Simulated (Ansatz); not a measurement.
# Random alloy of the diamond Si-Ge line, x = 0.625 (64 atoms): geometry optimisation

How does random alloy of the diamond Si-Ge line, x = 0.625 (64 atoms) relax, and what do bonds, charges and levels look like afterwards?

Method: Kohn-Sham DFT, PBE, PAW (set soft_2), plane waves, in Ansatz 0.2.0.

## Step 1: The starting structure

The cell holds 64 atoms: 24 Si and 40 Ge. Cell: a = 11.302 Å, b = 11.302 Å, c = 11.302 Å, α = 90.0°, β = 90.0°, γ = 90.0°. It derives from Si and Ge (diamond Si-Ge), repeated 2×2×2. Diamond Si-Ge: 64 atoms, 40 of 64 Si sites given to Ge at random, cell and internal coordinates interpolated linearly between the end members (Vegard's rule); not relaxed, displaced by a Gaussian of 0.02 Å. Lattice constants are starting values near those of PBE.

Before any run, some limits are plain. The host structure and its lattice constant were typed by rule, without a check against the phase diagram. Only the Γ point is sampled in the main run, in a cell whose shortest periodic width is 11 Å.

## Step 2: Single point at the start

The forces at the start show how far the geometry lies from a minimum of this functional.

The input, input.yaml:

```yaml
crystal:
  lattice:
    - [11.30175, 0.0, 0.0]
    - [0.0, 11.30175, 0.0]
    - [0.0, 0.0, 11.30175]
  atoms:
    - { symbol: Si, position: [0.00287, 0.99892, 0.99907] }
    - { symbol: Si, position: [0.1231, 0.12653, 0.12093] }
    - { symbol: Ge, position: [0.00309, 0.24865, 0.25056] }
    - { symbol: Ge, position: [0.12456, 0.37759, 0.37135] }
    - { symbol: Ge, position: [0.24943, 0.99932, 0.25201] }
    - { symbol: Si, position: [0.37305, 0.12469, 0.37345] }
    - { symbol: Ge, position: [0.25007, 0.25103, 0.99805] }
    - { symbol: Ge, position: [0.37703, 0.3766, 0.12589] }
    - { symbol: Ge, position: [0.00159, 0.99879, 0.49978] }
    - { symbol: Ge, position: [0.12334, 0.12453, 0.62594] }
    - { symbol: Si, position: [0.99878, 0.2493, 0.74878] }
    - { symbol: Ge, position: [0.1235, 0.37381, 0.87498] }
    - { symbol: Ge, position: [0.24802, 0.00041, 0.75294] }
    - { symbol: Ge, position: [0.37631, 0.12466, 0.87343] }
    - { symbol: Ge, position: [0.24868, 0.253, 0.50009] }
    - { symbol: Ge, position: [0.37387, 0.37534, 0.62872] }
    - { symbol: Si, position: [0.00021, 0.50109, 0.00053] }
    - { symbol: Si, position: [0.12438, 0.62298, 0.12438] }
    - { symbol: Ge, position: [0.99963, 0.75104, 0.25148] }
    - { symbol: Ge, position: [0.12665, 0.87551, 0.37657] }
    - { symbol: Ge, position: [0.24866, 0.50222, 0.25091] }
    - { symbol: Ge, position: [0.37447, 0.62586, 0.37487] }
    - { symbol: Ge, position: [0.252, 0.75269, 0.00387] }
    - { symbol: Ge, position: [0.37253, 0.87244, 0.12411] }
    - { symbol: Ge, position: [0.00028, 0.50155, 0.50056] }
    - { symbol: Si, position: [0.12142, 0.62446, 0.62647] }
    - { symbol: Ge, position: [0.00041, 0.75135, 0.74961] }
    - { symbol: Si, position: [0.12464, 0.87533, 0.87573] }
    - { symbol: Si, position: [0.25035, 0.50021, 0.74881] }
    - { symbol: Si, position: [0.37567, 0.62522, 0.877] }
    - { symbol: Ge, position: [0.25212, 0.75033, 0.49934] }
    - { symbol: Ge, position: [0.37387, 0.87575, 0.62514] }
    - { symbol: Si, position: [0.49939, 8.0e-05, 0.9989] }
    - { symbol: Ge, position: [0.62624, 0.12421, 0.12717] }
    - { symbol: Ge, position: [0.50071, 0.25105, 0.24806] }
    - { symbol: Ge, position: [0.6253, 0.37631, 0.37331] }
    - { symbol: Ge, position: [0.74953, 6.0e-05, 0.24757] }
    - { symbol: Ge, position: [0.87556, 0.1265, 0.37348] }
    - { symbol: Ge, position: [0.75062, 0.24768, 0.99993] }
    - { symbol: Ge, position: [0.87214, 0.37698, 0.12572] }
    - { symbol: Si, position: [0.49996, 0.99863, 0.50225] }
    - { symbol: Si, position: [0.62848, 0.12171, 0.62719] }
    - { symbol: Ge, position: [0.50288, 0.2506, 0.74788] }
    - { symbol: Ge, position: [0.62653, 0.37468, 0.87393] }
    - { symbol: Ge, position: [0.74782, 0.00097, 0.7514] }
    - { symbol: Ge, position: [0.8739, 0.12592, 0.87297] }
    - { symbol: Ge, position: [0.75142, 0.25008, 0.49967] }
    - { symbol: Si, position: [0.87482, 0.37654, 0.62633] }
    - { symbol: Si, position: [0.50094, 0.50024, 0.00014] }
    - { symbol: Si, position: [0.62609, 0.62541, 0.12621] }
    - { symbol: Si, position: [0.49945, 0.74569, 0.25184] }
    - { symbol: Ge, position: [0.62887, 0.87578, 0.37482] }
    - { symbol: Ge, position: [0.74976, 0.49979, 0.25003] }
    - { symbol: Ge, position: [0.87301, 0.62408, 0.37324] }
    - { symbol: Si, position: [0.75044, 0.74948, 0.00088] }
    - { symbol: Ge, position: [0.87469, 0.87675, 0.12538] }
    - { symbol: Si, position: [0.50388, 0.49664, 0.49886] }
    - { symbol: Si, position: [0.6266, 0.62947, 0.62456] }
    - { symbol: Si, position: [0.50008, 0.7496, 0.75236] }
    - { symbol: Si, position: [0.62449, 0.8762, 0.87443] }
    - { symbol: Ge, position: [0.74775, 0.50055, 0.75089] }
    - { symbol: Si, position: [0.87729, 0.6248, 0.87391] }
    - { symbol: Ge, position: [0.751, 0.75043, 0.5005] }
    - { symbol: Si, position: [0.87487, 0.87705, 0.62565] }
kpoints:
  mp_grid: { grid: [1, 1, 1] }
hamiltonian:
  xc: pbe
scf:
  occupations: { method: fermi_dirac, width: 0.025 }
output:
  forces: true
```

On the command line:

```console
$ ansatz run input.yaml --threads 4 --pin off --max-ram 8192MiB --backend cpu --events-out ev --progress --plain --runs-dir out
```

What it wrote:

```text
Engine: ansatz 0.2.0, aarch64-unknown-linux-gnu
Pseudopotentials: kind: paw
Pseudopotential: Si, paw, valence charge 4, recommended cutoff 420 eV (normal), Si.paw.azcp
Pseudopotential: Ge, paw, valence charge 14, recommended cutoff 420 eV (normal), Ge.paw.azcp
[... 5 lines on functional and potentials left out ...]
Crystal: 64 atoms, lattice volume = 1443.567 Å³
Basis set: ecut = 420 eV, 28257 PW (Γ), exchange–correlation on 160×160×160 points (8 copies of the dense FFT grid, shifted against one another)
Bands: 392, of which v1, the nominal top of the filled ones, is band 328 counted from 1 (327 counted from 0)
Symmetry: 1 space group operations
Space group: P1 (ITA 1), of the structure as read, at distance tolerance 1.1e-4 Å
k-points: 1
[... 5 lines on functional and potentials left out ...]
Initial density: superposition of atomic densities (neutral atoms: chi_scale 0, normalization atom), corrected by the library's trained network
Initial wavefunctions: pseudopotential atomic-orbital guess
Functional: x = pbe(κ = 0.804, μ = 0.219515), c = pbe(β = 0.066725)
SCF iter   1: F=—  HF=-187048.702935 eV  |F-HF|=—  |Δ(HF+E_count)|=         —  Δρ=2.06e-3  dr2=7.82e-2  ethr=1.77e-3  ⟨swp⟩=5.0  Hψ=1373  notcnv=0  defer=32
preconditioner: auto → Resta (q_TF=auto, 2.392 Å⁻¹)  ε∞=2.6  [insulator: Δε(μ)=0.360 eV  Ē_g=19.651 eV  σ=0.025 eV  W_gap=1.00  n_scr=340 (ndim 8)  ℏωp=25.0 eV  f_vac=0.024  D(μ)=0.16/eV (n_scr^D=0)  ε∞_Penn≈2.6]
SCF iter   2: F=—  HF=-187048.676360 eV  |F-HF|=—  |Δ(HF+E_count)|=   2.66e-2  Δρ=9.88e-4  dr2=1.98e-2  ethr=1.19e-5  ⟨swp⟩=2.0  Hψ=779  notcnv=0  defer=35
SCF iter   3: F=—  HF=-187048.672998 eV  |F-HF|=—  |Δ(HF+E_count)|=   3.36e-3  Δρ=5.60e-4  dr2=6.76e-3  ethr=3.02e-6  ⟨swp⟩=2.0  Hψ=675  notcnv=0  defer=23
automatic band count: iteration 3 solves 380 bands in place of 392: the levels show a gap, and the empty bands left out lie too high to hold charge; the band table lists the bands solved (type scf.n_extra_bands for more)
SCF iter   4: F=—  HF=-187048.672979 eV  |F-HF|=—  |Δ(HF+E_count)|=   1.92e-5  Δρ=1.44e-4  dr2=3.10e-4  ethr=1.03e-6  ⟨swp⟩=2.0  Hψ=428  notcnv=0  defer=23
SCF iter   5: F=—  HF=-187048.673025 eV  |F-HF|=—  |Δ(HF+E_count)|=   4.59e-5  Δρ=5.76e-5  dr2=1.84e-4  ethr=4.73e-8  ⟨swp⟩=2.0  Hψ=675  notcnv=0  defer=23
SCF iter   6: F=—  HF=-187048.673031 eV  |F-HF|=—  |Δ(HF+E_count)|=   6.20e-6  Δρ=3.02e-5  dr2=1.29e-5  ethr=2.80e-8  ⟨swp⟩=2.0  Hψ=608  notcnv=0  defer=23
SCF iter   7: F=—  HF=-187048.673537 eV  |F-HF|=—  |Δ(HF+E_count)|=   5.06e-4  Δρ=9.67e-6  dr2=3.78e-6  ethr=1.96e-9  ⟨swp⟩=2.0  Hψ=675  notcnv=0  defer=23
SCF iter   8: F=—  HF=-187048.673537 eV  |F-HF|=—  |Δ(HF+E_count)|=   3.73e-7  Δρ=4.76e-6  dr2=3.66e-7  ethr=5.76e-10  ⟨swp⟩=2.0  Hψ=434  notcnv=0  defer=23
SCF iter   9: F=-187048.673537 eV  HF=-187048.673537 eV  |F-HF|=1.25e-9  |Δ(HF+E_count)|=   1.38e-8  Δρ=1.27e-6  dr2=4.42e-8  ethr=1.52e-11  ⟨swp⟩=4.0  Hψ=1141  notcnv=0
SCF 1 converged in 9 iterations: F = -187048.673537 eV  dr2 = 4.42e-8
  greatest PAW one-centre occupation: 0.998 electrons in one spin orbital (limit 2), on the Ge atom at site 36 (counted from 0), in its partial waves of l = 2
SCF converged after 9 iterations
Free energy (F): -187048.673537 eV
Harris-Foulkes:  -187048.673537 eV  (|F-HF|=1.25e-9)
Internal energy: -187048.672622 eV  (E = F + TS)
E sigma→0 (E₀):  -187048.673080 eV
Entropy (-TS):   -0.000915 eV (-0.014 meV/atom)
Fermi energy:    7.541576 eV
--- Per-component energies (eV) ---
  E_band       = -6324.871467
  E_kinetic    = 5411.604007
  E_local      = -116668.690465  (includes V_loc(G=0)·N_el)
  E_nonlocal   = 17376.498668
  E_hartree    = 51936.512040
  E_xc         = -4330.043442
  E_vxc        = -3685.070513  (∫ρ·V_xc dr)
  E_paw        = -93130.026187  (= ΣΔE_a)
  E_vpaw       = -12632.262930  (= ΣTr[D̂ρ^β])
  E_aug_tail   = 0.012660  (compensation charges beyond the density's cutoff)
  E_ewald      = -47644.539903
  E_smearing   = -0.000915  (= −TS)
  E_closure    = 0.000000  (closes the sum)
  Σ components = -187048.673537   (vs F -187048.673537, Δ=0.00e0)
--- Forces (eV/Å), atoms counted from 1 ---
  atom   1  Si    -0.09024304     0.21184768    -0.10122258
  atom   2  Si     0.25138187    -0.45994187     0.14058961
  atom   3  Ge    -0.21402520     0.07146544    -0.66601249
  atom   4  Ge     0.03308288    -0.13475295     0.53736223
  atom   5  Ge    -0.12568325     0.64903924    -0.57148307
  atom   6  Si     0.54904741     0.00020802     0.56731279
  atom   7  Ge     0.00786019    -0.26801775     0.40143622
  atom   8  Ge    -0.15822404     0.26698479    -0.40700515
  atom   9  Ge    -0.55478563    -0.00481653     0.23998806
  atom  10  Ge    -0.04456341     0.35683464     0.09930504
  atom  11  Si    -0.25731375     0.39458730    -0.17035950
  atom  12  Ge    -0.19950198     0.45228719    -0.39277183
  atom  13  Ge    -0.11418566    -0.25183764    -0.06358592
  atom  14  Ge     0.27076186    -0.04682328     0.31681645
[...]
atom  63  Ge     0.18946330     0.12968603     0.42039513
  atom  64  Si    -0.01814763    -0.10218853    -0.01919197
  max |Σ_I F_I| component: 1.96e-5 eV/Å
```

The job ended after 11 s (4 threads of Arm Neoverse V2, shared host; peak memory 1.8 GiB; 43 s of CPU time).

Read from the output:

```
free energy            : -187048.6735 eV
free energy per atom   : -2922.6355 eV/atom
SCF cycles             : 9
r.m.s. force component : 0.3859 eV/Å
longest force          : 1.531 eV/Å
Fermi energy           : 7.542 eV
```

The r.m.s. force component of 0.39 eV/Å sets the starting point.

Length of the force by element and coordination:

```
element  coordination  atoms  mean length of the force (eV/Å)  spread  least  most
     Ge           all     40                            0.645   0.281  0.180  1.53
     Si           all     24                            0.549   0.255  0.105  1.02
```

## Step 3: Cell and atoms relaxed

The cell is relaxed with the atoms, since the starting lattice needn't suit this functional.

input.yaml: that of step 2 with these lines changed.

```diff
@@ -15 +15,5 @@
   forces: true
+relax:
+  f_tol: 0.04
+  max_steps: 150
+  cell: {}
```

What it wrote:

```text
[...]
Crystal: 64 atoms, lattice volume = 1443.567 Å³
Basis set: ecut = 420 eV, 28257 PW (Γ), exchange–correlation on 160×160×160 points (8 copies of the dense FFT grid, shifted against one another)
Bands: 394, of which v1, the nominal top of the filled ones, is band 328 counted from 1 (327 counted from 0)
Symmetry: 1 space group operations
[...]
k-points: 1
[...]
SCF iter   1: F=—  HF=-187048.702903 eV  |F-HF|=—  |Δ(HF+E_count)|=         —  Δρ=2.06e-3  dr2=7.82e-2  ethr=1.77e-3  ⟨swp⟩=5.0  Hψ=1383  notcnv=0  defer=34
[...]
SCF iter   9: F=-187048.673537 eV  HF=-187048.673537 eV  |F-HF|=4.77e-9  |Δ(HF+E_count)|=   2.33e-8  Δρ=1.33e-6  dr2=4.32e-8  ethr=1.52e-11  ⟨swp⟩=4.0  Hψ=1158  notcnv=0
SCF 1 converged in 9 iterations: F = -187048.673537 eV  dr2 = 4.32e-8
[...]
relax step   1: F+E_penalty+E_count = -187048.67353738 eV  Δ(F+E_penalty+E_count) = +0.000e0 eV  max|allowed force component| = 1.208e0 eV/Å  Δτ_max = 0.0000 Å  P = -0.102 GPa  Ω = 1443.567 Å³  (9 SCF iters, dr2 threshold 1.00e-7 eV, accepted)
[...]
relax step   2: F+E_penalty+E_count = -187049.72995491 eV  Δ(F+E_penalty+E_count) = -1.056e0 eV  max|allowed force component| = 2.025e-1 eV/Å  Δτ_max = 0.1279 Å  P = +0.025 GPa  Ω = 1437.963 Å³  energy of the carried Pulay correction = +7.988e-4 eV  (8 SCF iters, dr2 threshold 6.40e-6 eV, accepted)
[...]
relax step   3: F+E_penalty+E_count = -187049.78332367 eV  Δ(F+E_penalty+E_count) = -5.337e-2 eV  max|allowed force component| = 1.918e-2 eV/Å  Δτ_max = 0.0264 Å  P = -0.000 GPa  Ω = 1438.474 Å³  energy of the carried Pulay correction = +7.258e-4 eV  (6 SCF iters, dr2 threshold 2.56e-6 eV, accepted)
[...]
relax step   4: F+E_penalty+E_count = -187049.78231766 eV  Δ(F+E_penalty+E_count) = +1.006e-3 eV  max|allowed force component| = 1.924e-2 eV/Å  Δτ_max = 0.0000 Å  P = -0.001 GPa  Ω = 1438.474 Å³  stress off target by 1.84e-2 GPa  SCF on the basis re-selected at this cell (its energy is not comparable with the rows above)  (6 SCF iters)
basis re-selected at this cell: Δ(F+E_penalty+E_count) = +1.006e-3 eV, ΔP = -0.000 GPa vs the last step (what re-selecting the basis moved, of the pressure what is left beyond the Pulay correction that the steps carried, after the strain that the cell walked since its last selection, [...]
SCF converged after 6 iterations
Free energy (F): -187049.782318 eV
[...]
Internal energy: -187049.781258 eV  (E = F + TS)
E sigma→0 (E₀):  -187049.781788 eV
Entropy (-TS):   -0.001060 eV (-0.017 meV/atom)
Fermi energy:    7.549807 eV
[...]
--- Forces (eV/Å), atoms counted from 1 ---
  atom   1  Si     0.00022365     0.00102385     0.01061350
  atom   2  Si     0.00063229    -0.00150042    -0.00009355
  atom   3  Ge    -0.00057316    -0.00309876    -0.00285487
  atom   4  Ge    -0.00796220     0.00381415     0.00630748
  atom   5  Ge    -0.00122346    -0.00060939    -0.00093271
  atom   6  Si    -0.00023164    -0.00147864    -0.00083150
  atom   7  Ge    -0.00333727     0.00230518     0.00439925
  atom   8  Ge    -0.00257869    -0.00607492    -0.00088526
  atom   9  Ge     0.00189987    -0.00114725    -0.01043536
  atom  10  Ge     0.00081729     0.00267254     0.00089595
  atom  11  Si    -0.01069246     0.00735388    -0.00619427
  atom  12  Ge    -0.00129717     0.00444316    -0.00590680
  atom  13  Ge     0.00587868    -0.00429007    -0.00140446
  atom  14  Ge    -0.00476578     0.00407249     0.00108976
[...]
atom  63  Ge     0.00875066    -0.00167544    -0.00316455
  atom  64  Si    -0.00883777     0.00256133     0.00545670
  max |Σ_I F_I| component: 1.13e-6 eV/Å
--- Stress (GPa, compression-positive) ---
        0.006712      -0.009980       0.011915
       -0.009980      -0.003408       0.004581
        0.011915       0.004581      -0.004957
  P = ⅓ Tr σ = -0.0006 GPa (-0.006 kbar)
--- Relaxed structure (3 steps of the walk, 3 accepted, 1 SCFs on fresh bases) ---
  F+E_penalty+E_count = -187049.78231766 eV   max|allowed force component| = 1.924e-2 eV/Å   (the final SCF, on the basis selected at the relaxed cell)
  cell:  # Å, volume = 1438.4742 Å³
    - [11.284585, 0.000787513, -0.00264079]
    - [0.000787513, 11.289626, -0.00177819]
    - [-0.00264079, -0.00177819, 11.291119]
  atoms:
    - { symbol: Si, position: [0.00411101, 0.999509, 0.998651] }
    - { symbol: Si, position: [0.124548, 0.122519, 0.122576] }
    - { symbol: Ge, position: [0.00179541, 0.248179, 0.246519] }
    - { symbol: Ge, position: [0.126270, 0.374678, 0.374261] }
[...]
- { symbol: Si, position: [0.873466, 0.873125, 0.627604] }
```

It took 46 s on 4 threads; peak memory 1.8 GiB; 2.9 min of CPU time.

Step by step:

```csv
step,energy less that of the first step (eV),largest force component (eV/Å),pressure (GPa),volume (Å³)
1,0.0000,1.2085,-0.10,1443.57
2,-1.0564,0.2025,0.03,1437.96
3,-1.1098,0.0192,0.00,1438.47
4*,-1.1088,0.0192,0.00,1438.47
```

Relaxation steps marked * repeat the geometry before them on a plane-wave basis chosen anew for their cell, so energy and pressure can jump there.

```csv
cell as run,before,after,change
a (Å),11.302,11.285,-0.2 %
b (Å),11.302,11.290,-0.1 %
c (Å),11.302,11.291,-0.1 %
α (°),90.00,90.02,+0.0 %
β (°),90.00,90.03,+0.0 %
volume (Å³/atom),22.56,22.48,-0.4 %
```

The atoms that moved most (Å, as changes of fractional coordinates times the final cell):

```csv
atom,dx,dy,dz,length
Si57,-0.020,0.090,0.049,0.105
Ge23,-0.031,-0.058,-0.080,0.103
Ge52,-0.088,-0.009,0.007,0.089
Ge56,0.005,-0.031,-0.077,0.083
Si50,-0.038,0.037,-0.060,0.080
Ge16,0.023,0.061,-0.039,0.076
Ge19,0.023,-0.038,-0.061,0.076
Ge12,-0.008,0.071,-0.026,0.076
```

The relaxation changed the energy by -17.3 meV/atom, and atoms moved by 0.061 Å r.m.s., 0.10 Å at most.

## Step 4: Structure statistics after relaxation

Bonds before and after, by the cutoffs listed below:

```csv
pair,bonds before,bonds after,mean before (Å),mean after (Å),spread before (Å),spread after (Å)
Ge-Ge,52,52,2.443,2.477,0.025,0.009
Ge-Si,56,56,2.452,2.434,0.029,0.008
Si-Si,20,20,2.446,2.390,0.023,0.007
```

Density 4.13 g/cm³, 22.48 Å³ an atom.

Pair distribution functions g(r), in bins of 0.2 Å:

| r (Å) | total | Ge-Ge | Ge-Si | Si-Si |
| --- | --- | --- | --- | --- |
| 2.30 | 0.89 | 0.00 | 0.00 | 6.35 |
| 2.50 | 5.14 | 6.06 | 5.65 | 0.68 |
| 2.70 | 0.00 | 0.00 | 0.00 | 0.00 |
| 2.90 | 0.00 | 0.00 | 0.00 | 0.00 |
| 3.10 | 0.00 | 0.00 | 0.00 | 0.00 |
| 3.30 | 0.00 | 0.00 | 0.00 | 0.00 |
| 3.50 | 0.00 | 0.00 | 0.00 | 0.00 |
| 3.70 | 0.00 | 0.00 | 0.00 | 0.00 |
| 3.90 | 3.63 | 2.92 | 3.97 | 4.47 |
| 4.10 | 3.10 | 3.64 | 3.00 | 1.96 |
| 4.30 | 0.00 | 0.00 | 0.00 | 0.00 |
| 4.50 | 0.17 | 0.20 | 0.11 | 0.28 |
| 4.70 | 4.71 | 4.73 | 4.67 | 4.82 |
| 4.90 | 0.01 | 0.03 | 0.00 | 0.00 |
| 5.10 | 0.00 | 0.00 | 0.00 | 0.00 |
| 5.30 | 0.00 | 0.00 | 0.00 | 0.00 |
| 5.50 | 0.25 | 0.23 | 0.21 | 0.45 |
| 5.70 | 1.43 | 1.61 | 1.21 | 1.67 |
| 5.90 | 0.00 | 0.00 | 0.00 | 0.00 |
| 6.10 | 2.38 | 2.47 | 2.28 | 2.49 |
| 6.30 | 0.45 | 0.35 | 0.58 | 0.31 |
| 6.50 | 0.00 | 0.00 | 0.00 | 0.00 |
| 6.70 | 0.02 | 0.00 | 0.05 | 0.00 |
| 6.90 | 4.36 | 4.09 | 4.80 | 3.62 |
| 7.10 | 0.11 | 0.10 | 0.13 | 0.04 |
| 7.30 | 2.51 | 2.46 | 2.59 | 2.40 |
| 7.50 | 0.15 | 0.18 | 0.12 | 0.18 |
| 7.70 | 0.00 | 0.00 | 0.00 | 0.00 |

Bonds by pair of elements; cutoffs follow the first minimum of g(r), held within bounds set by covalent radii, and pairs that aren't listed don't count as bonded:

```
pair A-B  cutoff (Å)  bonds  mean length (Å)  spread (Å)  shortest (Å)  B about A  A about B
   Ge-Ge        2.88     52             2.48       0.009          2.46        2.6        2.6
   Ge-Si        2.83     56             2.43       0.008          2.42        1.4       2.33
   Si-Si        2.83     20             2.39       0.007          2.37       1.67       1.67
```

How many atoms have how many bonded neighbours:

| element | mean | 4 |
| --- | --- | --- |
| Ge | 4 | 40 |
| Si | 4 | 24 |

Bond angles (no mean is given where the spread exceeds 20°):

```
   angle  count  mean (°)  spread (°)
Ge-Ge-Si    110       110         1.1
Ge-Ge-Ge    101       109         1.2
Ge-Si-Si     76       110           1
Ge-Si-Ge     46       109         0.8
Si-Ge-Si     29       110         1.1
```

Rings of the network by King's shortest-path rule, up to 12 atoms, one path for each pair of neighbours; H, halogens, alkali and alkaline-earth atoms are left out:

```csv
ring size (atoms),rings,per network atom
6,127,1.98
```

Counting bonds as in the table, all Ge atoms have 4 and all Si atoms have 4 bonded neighbours. The Ge-Ge-Si angle averages 110° with a spread of 1.1°. All rings counted have 6 atoms.

[end of part 1 of 3]

[Long decimals in the printed logs are rounded to 6 places.]

[Logs are printed without paths, hosts, clocks, repeated set-up lines and the standing remarks that a program may print on its own settings, such as how far it seeks lower states.]

[Hosts, paths, dates, database ids (printed as entryN), source tags and the programs' standing remarks are cut or masked in the printed files.]

[A walk said to have stopped at its limit may instead have ended on an SCF cycle that didn't converge.]
